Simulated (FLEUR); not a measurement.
# E(M) of NiPt, part 2 of 2

Wanted: E(M) for NiPt, with its minima.

FLEUR MaX-R8.1; PBEsol; all-electron FLAPW, Dirac cores, scalar-relativistic bands.

So far, magnetization (μB): step 2 (unconstrained state) 1.06; step 4 (with continued, fixed moment 1.106 μB a cell) 1.11.

## 5. Moment fixed at 0.83 μB

Input file inp.xml:

```
<?xml version="1.0" encoding="UTF-8" standalone="no"?>
<fleurInput fleurInputVersion="0.39">
   <comment>
      NiPt
   </comment>
   <calculationSetup>
      <cutoffs Kmax="3.6" Gmax="10.8" GmaxXC="10.8" numbands="0"/>
      <scfLoop itmax="90" minDistance="0.00002" maxIterBroyd="15" imix="Anderson" alpha="0.05" precondParam="0.0" spinf="2.0" sdNocoIR="T"/>
      <coreElectrons ctail="T" frcor="F" kcrel="0" coretail_lmax="0"/>
      <xcFunctional name="PBEs" relativisticCorrections="F"/>
      <magnetism jspins="2" fixed_moment="0.83"/>
      <soc l_soc="F" theta="0.0" phi="0.0" spav="F"/>
      <expertModes spex="0" secvar="F"/>
      <geometryOptimization l_f="F" forcealpha="1.0" forcemix="BFGS" epsdisp="0.00001" epsforce="0.00001"/>
      <ldaU l_linMix="F" mixParam="0.05" spinf="1.0"/>
   </calculationSetup>
   <cell>
      <bzIntegration valenceElectrons="34.0" mode="hist" fermiSmearingEnergy="0.00293995">
         <kPointListSelection listName="default-1"/>
         <xi:include xmlns:xi="http://www.w3.org/2001/XInclude" href="kpts.xml"> </xi:include>
      </bzIntegration>
      <xi:include xmlns:xi="http://www.w3.org/2001/XInclude" href="sym.xml"> </xi:include>
      <bulkLattice scale="1.0">
         <bravaisMatrix>
            <row-1>    5.1210440250039140     0.0000000000000000     0.0000000000000000</row-1>
            <row-2>    0.0000000000000000     5.1210440250039140     0.0000000000000000</row-2>
            <row-3>    0.0000000000000000     0.0000000000000000     6.7620447861786719</row-3>
         </bravaisMatrix>
      </bulkLattice>
   </cell>
   <atomSpecies>
      <species name="Nickel (Ni1.000" element="Ni" atomicNumber="28">
         <mtSphere radius="2.42" gridPoints="801" logIncrement="0.015"/>
         <atomicCutoffs lmax="10" lnonsphr="8"/>
         <electronConfig flipSpins="F">
            <coreConfig>(1s1/2) (2s1/2) (2p1/2) (2p3/2)</coreConfig>
            <valenceConfig>(3s1/2) (3p1/2) (3p3/2) (4s1/2) (3d3/2) (3d5/2)</valenceConfig>
            <stateOccupation state="(3d3/2)" spinUp="1.6" spinDown="1.6"/>
            <stateOccupation state="(3d5/2)" spinUp="2.9" spinDown="1.9"/>
         </electronConfig>
         <energyParameters s="4" p="4" d="3" f="4"/>
         <lo type="SCLO" l="0" n="3" eDeriv="0"/>
         <lo type="SCLO" l="1" n="3" eDeriv="0"/>
      </species>
      <species name="Platinum (Pt)" element="Pt" atomicNumber="78">
         <mtSphere radius="2.42" gridPoints="801" logIncrement="0.017"/>
         <atomicCutoffs lmax="10" lnonsphr="8"/>
         <electronConfig flipSpins="F">
            <coreConfig>(1s1/2) (2s1/2) (2p1/2) (2p3/2) (3s1/2) (3p1/2) (3p3/2) (4s1/2) (3d3/2) (3d5/2) (4p1/2) (4p3/2) (5s1/2) (4d3/2) (4d5/2) (4f5/2) (4f7/2)</coreConfig>
            <valenceConfig>(5p1/2) (5p3/2) (6s1/2) (5d3/2) (5d5/2)</valenceConfig>
            <stateOccupation state="(6s1/2)" spinUp="0.500000" spinDown="0.500000"/>
            <stateOccupation state="(5d3/2)" spinUp="1.800000" spinDown="1.800000"/>
            <stateOccupation state="(5d5/2)" spinUp="2.700000" spinDown="2.700000"/>
         </electronConfig>
         <energyParameters s="6" p="6" d="5" f="5"/>
         <lo type="SCLO" l="1" n="5" eDeriv="0"/>
      </species>
   </atomSpecies>
   <atomGroups>
      <atomGroup species="Nickel (Ni1.000">
         <relPos label="                   1">1.000/2.000 1.000/2.000 1.000/2.000</relPos>
         <force calculate="T" relaxXYZ="TTT"/>
      </atomGroup>
      <atomGroup species="Platinum (Pt)">
         <relPos label="                   2">.0000000000 .0000000000 .0000000000</relPos>
         <force calculate="T" relaxXYZ="TTT"/>
      </atomGroup>
   </atomGroups>
   <output dos="F" band="F" slice="F">
      <bandDOS minEnergy="-.5*Htr" maxEnergy="0.5*Htr" sigma="0.015" storeEVData="T"/>
      <plotting iplot="0" polar="F">
         <plot TwoD="T" vec1="  1.0  0.0  0.0" vec2="  0.0  1.0  0.0" vec3="  0.0  0.0  1.0" zero="  0.0  0.0  0.0" file="plot"/>
      </plotting>
      <moessbauerParams electricFieldGradient="F" isomerShift="F" coreHyperfine="F" valenceHyperfine="F"/>
   </output>
</fleurInput>
```

Command:

```console
$ OMP_NUM_THREADS=1 mpirun -n 4 fleur_MPI > fleur.log
```

Output:

```text
[banner, memory and clock lines left out]
Welcome to FLEUR        (www.flapw.de)
      MaX-Release 8.1          (www.max-centre.eu)

 ========== k-point set info ==========
 Selected k-point list: default-1
 k-point list type: mesh
 0 x 0 x 0
 Number of k points: 128

 [... set-up left out ...]
 Iteration:     1   Distance:       3.99844152 me/bohr^3
 Iteration:     2   Distance:       3.75475395 me/bohr^3
 Iteration:     3   Distance:       2.94372297 me/bohr^3
 Iteration:     4   Distance:       0.39299576 me/bohr^3
 Iteration:     5   Distance:       0.32256078 me/bohr^3
[...]
<sumOfEigenvalues value="   -12193.6596228091">
               <coreElectrons value="-12172.5674095898"/>
               <valenceElectrons value="-21.0922132193"/>
            </sumOfEigenvalues>
         [... left out ...]
            <freeEnergy value="-19961.1450662387"/>
            <extrapolationTo0K value="-19961.1436702205"/>
         </totalEnergy>
         <densityConvergence units="me/bohr^3">
            <chargeDensity spin="1" distance="0.0000079153"/>
            <chargeDensity spin="2" distance="0.0000079106"/>
            <overallChargeDensity distance="0.0000131042"/>
            <spinDensity distance="0.0000088734"/>
         </densityConvergence>
      </iteration>
```

It took 17 s on 4 MPI ranks of Intel Xeon 6975P-C (Granite Rapids), shared host; peak memory 0.25 GiB; 69 s of CPU time.

This step gave:

```yaml
magnetization: 0.83 μB
```

Its energy lies +4.2 meV a cell from the free run's.

## 6. Moment fixed at 1.383 μB

inp.xml: that of step 5 with these lines changed.

```diff
@@ -10,3 +10,3 @@
       <xcFunctional name="PBEs" relativisticCorrections="F"/>
-      <magnetism jspins="2" fixed_moment="0.83"/>
+      <magnetism jspins="2" fixed_moment="1.383"/>
       <soc l_soc="F" theta="0.0" phi="0.0" spav="F"/>
```

Output:

```text
[banner, memory and clock lines left out]
Welcome to FLEUR        (www.flapw.de)
      MaX-Release 8.1          (www.max-centre.eu)

 ========== k-point set info ==========
 Selected k-point list: default-1
 k-point list type: mesh
 0 x 0 x 0
 Number of k points: 128

 [... set-up left out ...]
 Iteration:     1   Distance:       5.51902735 me/bohr^3
 Iteration:     2   Distance:       5.06167412 me/bohr^3
 Iteration:     3   Distance:       3.90654833 me/bohr^3
 Iteration:     4   Distance:       0.46934379 me/bohr^3
 Iteration:     5   Distance:       0.56552082 me/bohr^3
[...]
<sumOfEigenvalues value="   -12193.5995822308">
               <coreElectrons value="-12172.4587239084"/>
               <valenceElectrons value="-21.1408583225"/>
            </sumOfEigenvalues>
         [... left out ...]
            <freeEnergy value="-19961.1445309811"/>
            <extrapolationTo0K value="-19961.1435371594"/>
         </totalEnergy>
         <densityConvergence units="me/bohr^3">
            <chargeDensity spin="1" distance="0.0000062533"/>
            <chargeDensity spin="2" distance="0.0000125105"/>
            <overallChargeDensity distance="0.0000122279"/>
            <spinDensity distance="0.0000155471"/>
         </densityConvergence>
      </iteration>
```

Wall time 18 s (4 MPI ranks); peak memory 0.25 GiB; 71 s of CPU time.

Read from the output:

* magnetization: 1.383 μB

Its energy lies +18.8 meV a cell from the free run's.

## 7. All moments

The other moments were run in the same way.

Table of energy over the lowest by total spin moment:

| total spin moment (μB a cell) | energy over the lowest (meV a cell) |
| --- | --- |
| 0.000 | 19.2 |
| 0.277 | 17.3 |
| 0.553 | 11.8 |
| 0.830 | 4.19 |
| 1.059 | 0 |
| 1.106 | 0.0778 |
| 1.383 | 18.8 |
| 1.659 | 90.6 |

Moment, largest sphere moment against total spin moment:

| total spin moment (μB a cell) | moment, largest sphere moment (μB) |
| --- | --- |
| 0.000 | 0 |
| 0.277 | 0.200 |
| 0.553 | 0.397 |
| 0.830 | 0.589 |
| 1.059 | 0.737 |
| 1.106 | 0.766 |
| 1.383 | 0.929 |
| 1.659 | 1.08 |

## 8. Results

- moment of the free run: 1.06 μB a cell
- moment of the lowest point: 1.06 μB a cell
- energy of the spinless run: 19.2 meV a cell over the lowest

**Reading.** The lowest point lies 19.2 meV a cell under the spinless run, in free energy at a smearing of 0.08 eV. The point at zero is the spinless run. Opposed orders, which also have no total moment, were not run.

[Logs and program files are shortened in this print: banners, set-up blocks, solver, clock and traceback lines can be left out without a mark of their own.]

[Logs are printed without paths, hosts, clocks, repeated set-up lines and the standing remarks that a program may print on its own settings, such as how far it seeks lower states.]

[Hosts, paths, dates, database ids (printed as entryN), source tags and the programs' standing remarks are cut or masked in the printed files.]

[Where a cell is said to come from a database of computed structures, the database is the Materials Project.]
